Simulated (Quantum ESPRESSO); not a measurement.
**λ and ρ(T) of Rh (Fm-3m) from pw.x, ph.x and EPW**

How strongly do phonons scatter the electrons of Rh (Fm-3m), and how dense must the meshes be?

Calculated with Quantum ESPRESSO 7.5; DFT PBE, scalar-relativistic, plane waves, PseudoDojo 0.4.1 norm-conserving pseudopotentials.

**Measured values to reproduce.**

For Rh (bulk crystal), “CRC Handbook of Chemistry and Physics, 84th edition, Electrical Resistivity of Pure Metals” (2003, CRC Press, section 12, read from Wikipedia's data page) quotes earlier work: resistivity at 273 K 4.3 μΩ cm.

For Rh (bulk crystal), “Specific Heats and Enthalpies of Technical Solids at Low Temperatures” (1960, NBS Monograph 21, table 3) quotes earlier work: Sommerfeld coefficient γ (electronic heat capacity coefficient, an early compilation) 4.9 mJ/(mol K²).

Most raw output is cut from this account.

### 1. Starting point

Symmetry: Fm-3m, No. 225, cubic system. Conventional cell: a = 3.796 Å, b = 3.796 Å, c = 3.796 Å, α = 90.00°, β = 90.00°, γ = 90.00°. Nearest to Rh lie 12 Rh at 2.68 Å.

### 2. Relaxation

The cell is relaxed under the functional used for all that follows.

Contents of relax.in:

```
&control
   calculation = 'vc-relax'
   prefix = 'x'
   outdir = './tmp'
   pseudo_dir = './pseudo'
   tprnfor = .true.
   tstress = .true.
   etot_conv_thr = 1.0d-05
   forc_conv_thr = 4.0d-04
/
&system
   ibrav = 0
   nat = 1
   ntyp = 1
   ecutwfc = 88.0
   occupations = 'smearing'
   smearing = 'mv'
   degauss = 0.02
/
&electrons
   conv_thr = 1.0d-11
/
&ions
/
&cell
   press_conv_thr = 0.4
/
ATOMIC_SPECIES
 Rh    102.9055  Rh.upf
CELL_PARAMETERS angstrom
     0.000000000    1.897850000    1.897850000
     1.897850000    0.000000000    1.897850000
     1.897850000    1.897850000    0.000000000
ATOMIC_POSITIONS crystal
 Rh     0.000000000   0.000000000   0.000000000
K_POINTS automatic
 12 12 12 0 0 0
```

Started as:

```sh
$ OMP_NUM_THREADS=1 mpirun -n 8 pw.x -nk 8 -in relax.in > relax.out
```

It took 18 s on 8 MPI ranks of Arm Neoverse N1, shared host.

Numbers from this step:

```yaml
free_energy: -3191.5918 eV
pressure: 0.09100 GPa
volume_per_atom: 14.04 Å³/atom
```

The volume ends at 14.04 Å³ an atom, +2.7 % from the start.

### 3. Ground state

Linear response needs a tightly converged ground state.

Contents of scf.in:

```
&control
   calculation = 'scf'
   prefix = 'x'
   outdir = './tmp'
   pseudo_dir = './pseudo'
   tprnfor = .true.
   tstress = .true.
/
&system
   ibrav = 0
   nat = 1
   ntyp = 1
   ecutwfc = 88.0
   occupations = 'smearing'
   smearing = 'mv'
   degauss = 0.02
/
&electrons
   conv_thr = 1.0d-12
/
ATOMIC_SPECIES
 Rh    102.9055  Rh.upf
CELL_PARAMETERS angstrom
     0.000000000    1.914767400    1.914767400
     1.914767400    0.000000000    1.914767400
     1.914767400    1.914767400    0.000000000
ATOMIC_POSITIONS crystal
 Rh     0.000000000   0.000000000   0.000000000
K_POINTS automatic
 12 12 12 0 0 0
```

Started as:

```sh
$ OMP_NUM_THREADS=1 mpirun -n 8 pw.x -nk 8 -in scf.in > scf.out
```

Wall time 5.7 s (8 MPI ranks).

Numbers from this step:

- Fermi energy: 22.03 eV

The Fermi level lies at 22.03 eV and the pressure is 0.091 GPa.

### 4. Phonons on the coarse mesh

ph.x gives the dynamical matrices and the changes of the potential on a coarse q mesh, which EPW interpolates.

Contents of ph.in:

```
phonons
&inputph
   prefix = 'x'
   outdir = './tmp'
   tr2_ph = 1.0d-14
   fildyn = 'x.dyn'
   fildvscf = 'dvscf'
   ldisp = .true.
   nq1 = 4
   nq2 = 4
   nq3 = 4
   alpha_mix(1) = 0.5
   amass(1) = 102.9055
/
```

Started as:

```sh
$ OMP_NUM_THREADS=1 mpirun -n 8 ph.x -nk 8 -in ph.in > ph.out
```

The job ended after 19 min (8 MPI ranks).

Numbers from this step:

| Quantity | Value |
| --- | --- |
| lowest frequency off the zone centre | 97.06 cm⁻¹ |
| largest magnitude of the acoustic modes at the zone centre, before the sum rule | 1.129 cm⁻¹ |

Frequencies at the irreducible wavevectors:

```csv
q1,q2,q3,star,mode 1 (cm⁻¹),mode 2 (cm⁻¹),mode 3 (cm⁻¹)
0,0,0,1,-1.1,-1.1,-1.1
0,0,0.25,8,97.1,97.1,192.9
0,0,-0.5,4,137.8,137.8,235.8
0,0.25,0.25,6,131.9,131.9,203.7
0,0.25,-0.5,24,160.2,175,220.7
0,0.25,-0.25,12,136.4,164.6,219.4
0,-0.5,-0.5,3,185.1,185.1,230.7
0.25,-0.5,-0.25,6,183.2,198,198
```

The lowest mode off the zone centre lies at 97.1 cm⁻¹ and the highest of all solved modes at 236 cm⁻¹, so the solved wavevectors are stable. The acoustic modes at the centre lie within 1.1 cm⁻¹ of zero before the sum rule is imposed.

### 5. Bands for the check

Bands on a path serve later as the test of the Wannier interpolation; inside the frozen window, points that lie on the coarse mesh match by construction, and those between them test it.

Contents of bands.in:

```
&control
   calculation = 'bands'
   prefix = 'x'
   outdir = './tmp'
   pseudo_dir = './pseudo'
   verbosity = 'high'
/
&system
   ibrav = 0
   nat = 1
   ntyp = 1
   ecutwfc = 88.0
   occupations = 'smearing'
   smearing = 'mv'
   degauss = 0.02
   nbnd = 31
/
&electrons
   conv_thr = 1.0d-10
/
ATOMIC_SPECIES
 Rh    102.9055  Rh.upf
CELL_PARAMETERS angstrom
     0.000000000    1.914767400    1.914767400
     1.914767400    0.000000000    1.914767400
     1.914767400    1.914767400    0.000000000
ATOMIC_POSITIONS crystal
 Rh     0.000000000   0.000000000   0.000000000
K_POINTS crystal
45
 0.37500000 0.37500000 0.75000000 0.02222222
 0.35000000 0.35000000 0.70000000 0.02222222
 0.32500000 0.32500000 0.65000000 0.02222222
 0.30000000 0.30000000 0.60000000 0.02222222
[the list of k-points goes on]
```

Started as:

```sh
$ OMP_NUM_THREADS=1 mpirun -n 8 pw.x -nk 8 -in bands.in > bands.out
```

Run time: 4.7 s. Hardware: 8 MPI ranks; 36 s of CPU time.

### 6. States on the coarse mesh

Wannier functions need the states on a full uniform k mesh, and the couplings need it to be a multiple of the q mesh.

Contents of nscf.in:

```
&control
   calculation = 'nscf'
   prefix = 'x'
   outdir = './tmp'
   pseudo_dir = './pseudo'
   verbosity = 'high'
/
&system
   ibrav = 0
   nat = 1
   ntyp = 1
   ecutwfc = 88.0
   occupations = 'smearing'
   smearing = 'mv'
   degauss = 0.02
   nbnd = 31
/
&electrons
   conv_thr = 1.0d-11
/
ATOMIC_SPECIES
 Rh    102.9055  Rh.upf
CELL_PARAMETERS angstrom
     0.000000000    1.914767400    1.914767400
     1.914767400    0.000000000    1.914767400
     1.914767400    1.914767400    0.000000000
ATOMIC_POSITIONS crystal
 Rh     0.000000000   0.000000000   0.000000000
K_POINTS crystal
512
 0.00000000 0.00000000 0.00000000 0.00195312
 0.00000000 0.00000000 0.12500000 0.00195312
 0.00000000 0.00000000 0.25000000 0.00195312
 0.00000000 0.00000000 0.37500000 0.00195312
[the list of k-points goes on]
```

Started as:

```sh
$ OMP_NUM_THREADS=1 mpirun -n 8 pw.x -nk 8 -in nscf.in > nscf.out
```

Wall time 42 s (8 MPI ranks); 5.6 min of CPU time.

Numbers from this step:

| Item | Value |
| --- | --- |
| Fermi energy | 22.09 eV |

### 7. Wannier functions and couplings

Projections Rh s, p, d start 9 Wannier functions; states up to 2.5 eV over the Fermi level are frozen, and the projected functions are kept without the localisation step. Hamiltonian, force constants and couplings go to real space.

Contents of epw1.in:

```
--
&inputepw
   prefix = 'x'
   outdir = './tmp'
   dvscf_dir = './save'
   elph = .true.
   etf_mem = 1
   nbndsub = 9
   bands_skipped = 'exclude_bands = 1-4'
   use_ws = .true.
   vme = 'wannier'
   asr_typ = 'crystal'
   nk1 = 8
   nk2 = 8
   nk3 = 8
   nq1 = 4
   nq2 = 4
   nq3 = 4
   amass(1) = 102.9055
   epwwrite = .true.
   epwread = .false.
   wannierize = .true.
   num_iter = 0
   dis_win_max = 62.03
   dis_froz_max = 24.529
   proj(1) = 'Rh:s;p;d'
   wdata(1) = 'dis_num_iter = 600'
   wdata(2) = 'guiding_centres = .true.'
   wdata(3) = 'num_print_cycles = 50'
   wdata(4) = 'dis_mix_ratio = 0.7'
   band_plot = .true.
   filkf = 'path.dat'
   filqf = 'path.dat'
   fsthick = 100.0
   efermi_read = .true.
   fermi_energy = 22.0289
/
```

Started as:

```sh
$ OMP_NUM_THREADS=1 mpirun -n 8 epw.x -nk 8 -in epw1.in > epw1.out
```

Run time: 7.8 min. Hardware: 8 MPI ranks.

This step gave:

```
r.m.s. error of the interpolated bands from 2 eV under to 1 eV over the Fermi level : 8.2 meV
largest error in that range                                                         : 52.3 meV
lowest interpolated frequency on the path                                           : 0 cm⁻¹
```

Electronic bands along the path, in eV, zero at the Fermi level; # counts the bands kept:

```csv
point,#1,#2,#3,#4,#5,#6,#7,#8
K,-5.31,-4.59,-1.97,-0.64,0.39,7.76,8.54,11.85
0.47 of the way,-4.80,-3.86,-2.91,-1.84,-1.64,1.23,14.79,16.14
Γ,-7.78,-2.95,-2.95,-2.95,-0.94,-0.94,16.21,21.51
halfway,-6.01,-3.08,-2.60,-2.60,-0.77,-0.77,15.02,17.65
L,-5.92,-3.03,-3.03,0.57,0.57,0.78,8.45,15.68
halfway,-4.83,-3.98,-2.55,-1.91,0.39,5.36,8.29,15.99
W,-4.83,-3.66,-3.66,-1.13,0.98,9.51,9.51,11.12
0.57 of the way,-5.69,-5.34,-0.88,-0.01,0.98,5.46,11.66,12.54
X,-6.09,-5.74,0.55,0.97,0.97,3.27,12.03,13.29
```

The same for Wannier interpolation:

```csv
point,#1,#2,#3,#4,#5,#6,#7,#8
K,-5.31,-4.59,-1.97,-0.64,0.39,8.28,8.87,13.30
Γ,-7.78,-2.96,-2.96,-2.96,-0.94,-0.94,29.02,29.02
L,-5.92,-3.03,-3.03,0.57,0.57,0.78,8.64,21.94
W,-4.83,-3.66,-3.66,-1.13,0.98,10.00,10.00,11.12
X,-6.09,-5.74,0.55,0.97,0.97,3.51,13.00,13.37
```

Phonon branches along the path, in cm⁻¹:

```csv
point,branch 1,branch 2,branch 3
K,170,198,209
0.47 of the way,117,141,212
Γ,0,0,0
halfway,97,97,193
L,138,138,236
halfway,155,173,220
W,183,198,198
0.57 of the way,184,186,222
X,185,185,231
```

Near the Fermi level the interpolated bands miss those of pw.x by 8 meV r.m.s. and 52 meV at most, each level matched to the nearest interpolated one; the r.m.s. value is under the 60 meV set for going on.

### 8. Coupling and Tc: fine k 20×20×20, q 10×10×10, width 0.15 eV, window 0.61 eV

The couplings are interpolated to a fine mesh near the Fermi level; their sum gives α²F and λ, and the linearised gap equation gives Tc.

Contents of a2f-1.in:

```
--
&inputepw
   prefix = 'x'
   outdir = './tmp'
   dvscf_dir = './save'
   elph = .true.
   etf_mem = 1
   nbndsub = 9
   bands_skipped = 'exclude_bands = 1-4'
   use_ws = .true.
   vme = 'wannier'
   asr_typ = 'crystal'
   nk1 = 8
   nk2 = 8
   nk3 = 8
   nq1 = 4
   nq2 = 4
   nq3 = 4
   amass(1) = 102.9055
   epwwrite = .false.
   epwread = .true.
   wannierize = .false.
   nkf1 = 20
   nkf2 = 20
   nkf3 = 20
   nqf1 = 10
   nqf2 = 10
   nqf3 = 10
   mp_mesh_k = .true.
   ephwrite = .true.
   eliashberg = .true.
   liso = .true.
   limag = .true.
   tc_linear = .true.
   tc_linear_solver = 'lapack'
   fsthick = 0.61
   degaussw = 0.15
   degaussq = 0.5
   nqstep = 500
   muc = 0.13
   wscut = 0.3
   nsiter = 500
   nstemp = 7
   temps = 0.5 1.0 2.0 4.0 8.0 16.0 32.0
/
```

Started as:

```sh
$ OMP_NUM_THREADS=1 mpirun -n 8 epw.x -nk 8 -in a2f-1.in > a2f-1.out
```

The job ended after 3 min (8 MPI ranks).

Numbers from this step:

```yaml
coupling_constant_lambda: 0.4148
log_mean_phonon_energy_omega_log: 20.88 meV
density_of_states_at_the_fermi_level: 0.5750 states/eV a spin and cell
fermi_level_on_the_fine_mesh: 22.06 eV
```

A2F against phonon energy; read off at these points:

phonon energy (meV), a2F and a bar:
```
      4.0      0.000 
      5.0      0.003 
      6.0      0.000 
      7.0      0.003 
      8.0      0.003 
      9.0      0.002 
     10.0      0.020 #
     11.0      0.022 #
     12.0      0.008 
     13.0      0.024 #
     14.0      0.081 ####
     15.0      0.052 ###
     16.0      0.132 #######
     17.0      0.192 ##########
     18.0      0.286 ################
     19.0      0.266 ###############
     20.0      0.419 #######################
     20.1      0.426 #######################
     21.0      0.373 ####################
     22.0      0.447 ########################
     22.4      0.551 ##############################
     23.0      0.393 #####################
     24.0      0.237 #############
     25.0      0.209 ###########
     26.0      0.255 ##############
     27.0      0.501 ###########################
     27.3      0.526 #############################
     28.0      0.376 ####################
     29.0      0.058 ###
     30.0      0.000 
     31.0      0.000
```

λ = 0.415 and ħω_log = 20.9 meV. The eigenvalue passes 1 near 1.3 K.

### 9. Resistivity: fine k 24×24×24, q 12×12×12, adaptive width, window 0.32 eV

The Boltzmann equation is solved by iteration on a fine mesh; only states within the window around the Fermi level enter.

Contents of bte-1.in:

```
--
&inputepw
   prefix = 'x'
   outdir = './tmp'
   dvscf_dir = './save'
   elph = .true.
   etf_mem = 1
   nbndsub = 9
   bands_skipped = 'exclude_bands = 1-4'
   use_ws = .true.
   vme = 'wannier'
   asr_typ = 'crystal'
   nk1 = 8
   nk2 = 8
   nk3 = 8
   nq1 = 4
   nq2 = 4
   nq3 = 4
   amass(1) = 102.9055
   epwwrite = .false.
   epwread = .true.
   wannierize = .false.
   nkf1 = 24
   nkf2 = 24
   nkf3 = 24
   nqf1 = 12
   nqf2 = 12
   nqf3 = 12
   mp_mesh_k = .true.
   scattering = .true.
   iterative_bte = .true.
   epmatkqread = .false.
   assume_metal = .true.
   int_mob = .false.
   carrier = .false.
   ngaussw = -99
   mob_maxiter = 200
   broyden_beta = 0.7
   fsthick = 0.32
   degaussw = 0.0
   nstemp = 6
   temps = 150 200 273 300 400 500
   restart = .false.
   selecqread = .false.
/
```

Started as:

```sh
$ OMP_NUM_THREADS=1 mpirun -n 8 epw.x -nk 8 -in bte-1.in > bte-1.out
```

Wall time 4.4 min (8 MPI ranks); 35 min of CPU time.

This step gave:

```
iterations           : 24
resistivity at 300 K : 6.044 μΩ cm
```

Resistivity, by row:

```csv
T (K),rho_xx (μΩ cm),rho_yy,rho_zz,"relaxation-time approximation, mean of the axes (μΩ cm)"
150,3.351,3.351,3.351,3.433
200,4.275,4.275,4.275,4.352
273,5.587,5.587,5.587,5.64
300,6.044,6.044,6.044,6.079
400,7.603,7.603,7.603,7.563
500,9.046,9.046,9.046,8.93
```

ρ(300 K) = 6.04 μΩ cm; the relaxation-time start gave 6.08. One mesh does not show convergence. The largest adaptive width printed is 0.69 eV, against a window of 0.32 eV outside which no state is counted.

### 10. Coupling and Tc, input with a fault, fine q mesh 14×14×14, fine mesh 14×14×14

Another input is tried.

Contents of bad.in:

```
--
&inputepw
   prefix = 'x'
   outdir = './tmp'
   dvscf_dir = './save'
   elph = .true.
   etf_mem = 1
   nbndsub = 9
   bands_skipped = 'exclude_bands = 1-4'
   use_ws = .true.
   vme = 'wannier'
   asr_typ = 'crystal'
   nk1 = 8
   nk2 = 8
   nk3 = 8
   nq1 = 4
   nq2 = 4
   nq3 = 4
   amass(1) = 102.9055
   epwwrite = .false.
   epwread = .true.
   wannierize = .false.
   nkf1 = 14
   nkf2 = 14
   nkf3 = 14
   nqf1 = 14
   nqf2 = 14
   nqf3 = 14
   mp_mesh_k = .true.
   ephwrite = .true.
   eliashberg = .true.
   liso = .true.
   limag = .true.
   tc_linear = .true.
   tc_linear_solver = 'lapack'
   fsthick = 0.4
   degaussw = 0.6
   degaussq = 0.5
   nqstep = 500
   muc = 0.13
   wscut = 0.3
   nsiter = 500
   nstemp = 7
   temps = 0.5 1.0 2.0 4.0 8.0 16.0 32.0
/
```

Started as:

```sh
$ OMP_NUM_THREADS=1 mpirun -n 8 epw.x -nk 8 -in bad.in > bad.out
```

It took 0.56 s on 8 MPI ranks.

The program refused the input before any cycle.

The program's message: “Error in routine readin (1): degaussw too close to fsthick”

The fault put into the input: a delta width larger than the window.

### 11. Resistivity: fine k 32×32×32, q 16×16×16, adaptive width, window 0.32 eV

At these temperatures only states within a few k_B T of the Fermi level carry current, so the mesh must be dense; it is refined.

Contents of bte-2.in:

```
--
&inputepw
   prefix = 'x'
   outdir = './tmp'
   dvscf_dir = './save'
   elph = .true.
   etf_mem = 1
   nbndsub = 9
   bands_skipped = 'exclude_bands = 1-4'
   use_ws = .true.
   vme = 'wannier'
   asr_typ = 'crystal'
   nk1 = 8
   nk2 = 8
   nk3 = 8
   nq1 = 4
   nq2 = 4
   nq3 = 4
   amass(1) = 102.9055
   epwwrite = .false.
   epwread = .true.
   wannierize = .false.
   nkf1 = 32
   nkf2 = 32
   nkf3 = 32
   nqf1 = 16
   nqf2 = 16
   nqf3 = 16
   mp_mesh_k = .true.
   scattering = .true.
   iterative_bte = .true.
   epmatkqread = .false.
   assume_metal = .true.
   int_mob = .false.
   carrier = .false.
   ngaussw = -99
   mob_maxiter = 200
   broyden_beta = 0.7
   fsthick = 0.32
   degaussw = 0.0
   nstemp = 6
   temps = 150 200 273 300 400 500
   restart = .false.
   selecqread = .false.
/
```

Started as:

```sh
$ OMP_NUM_THREADS=1 mpirun -n 8 epw.x -nk 8 -in bte-2.in > bte-2.out
```

Wall time 18 min (8 MPI ranks); 2.3 h of CPU time.

Numbers from this step:

```yaml
iterations: 23
resistivity_at_300_k: 4.603 μΩ cm
```

Resistivity, by row:

```csv
T (K),rho_xx (μΩ cm),rho_yy,rho_zz,"relaxation-time approximation, mean of the axes (μΩ cm)"
150,2.449,2.449,2.449,2.345
200,3.092,3.092,3.092,2.97
273,4.177,4.177,4.177,4.023
300,4.603,4.603,4.603,4.437
400,6.244,6.244,6.244,6.033
500,7.936,7.936,7.936,7.682
```

ρ(300 K) = 4.60 μΩ cm, against 6.04 before (-24 %); the relaxation-time start gave 4.44. The largest adaptive width printed is 0.53 eV, against a window of 0.32 eV outside which no state is counted.

### 12. Coupling and Tc: fine k 32×32×32, q 16×16×16, width 0.1 eV, window 0.41 eV

The sum is repeated with other meshes, delta width and window to test it.

Contents of a2f-2.in:

```
--
&inputepw
   prefix = 'x'
   outdir = './tmp'
   dvscf_dir = './save'
   elph = .true.
   etf_mem = 1
   nbndsub = 9
   bands_skipped = 'exclude_bands = 1-4'
   use_ws = .true.
   vme = 'wannier'
   asr_typ = 'crystal'
   nk1 = 8
   nk2 = 8
   nk3 = 8
   nq1 = 4
   nq2 = 4
   nq3 = 4
   amass(1) = 102.9055
   epwwrite = .false.
   epwread = .true.
   wannierize = .false.
   nkf1 = 32
   nkf2 = 32
   nkf3 = 32
   nqf1 = 16
   nqf2 = 16
   nqf3 = 16
   mp_mesh_k = .true.
   ephwrite = .true.
   eliashberg = .true.
   liso = .true.
   limag = .true.
   tc_linear = .true.
   tc_linear_solver = 'lapack'
   fsthick = 0.41
   degaussw = 0.1
   degaussq = 0.5
   nqstep = 500
   muc = 0.13
   wscut = 0.3
   nsiter = 500
   nstemp = 7
   temps = 0.5 1.0 2.0 4.0 8.0 16.0 32.0
/
```

Started as:

```sh
$ OMP_NUM_THREADS=1 mpirun -n 8 epw.x -nk 8 -in a2f-2.in > a2f-2.out
```

Elapsed: 29 min, on 8 MPI ranks; 3.8 h of CPU time.

Numbers from this step:

```
coupling constant λ                  : 0.4234
density of states at the Fermi level : 0.7249 states/eV a spin and cell
```

[end of part 1 of 2]

[The logs of pw.x and epw.x are selected lines.]

[Logs are printed without paths, hosts, clocks, repeated set-up lines and the standing remarks that a program may print on its own settings, such as how far it seeks lower states.]

[Hosts, paths, dates, database ids (printed as entryN), source tags and the programs' standing remarks are cut or masked in the printed files.]
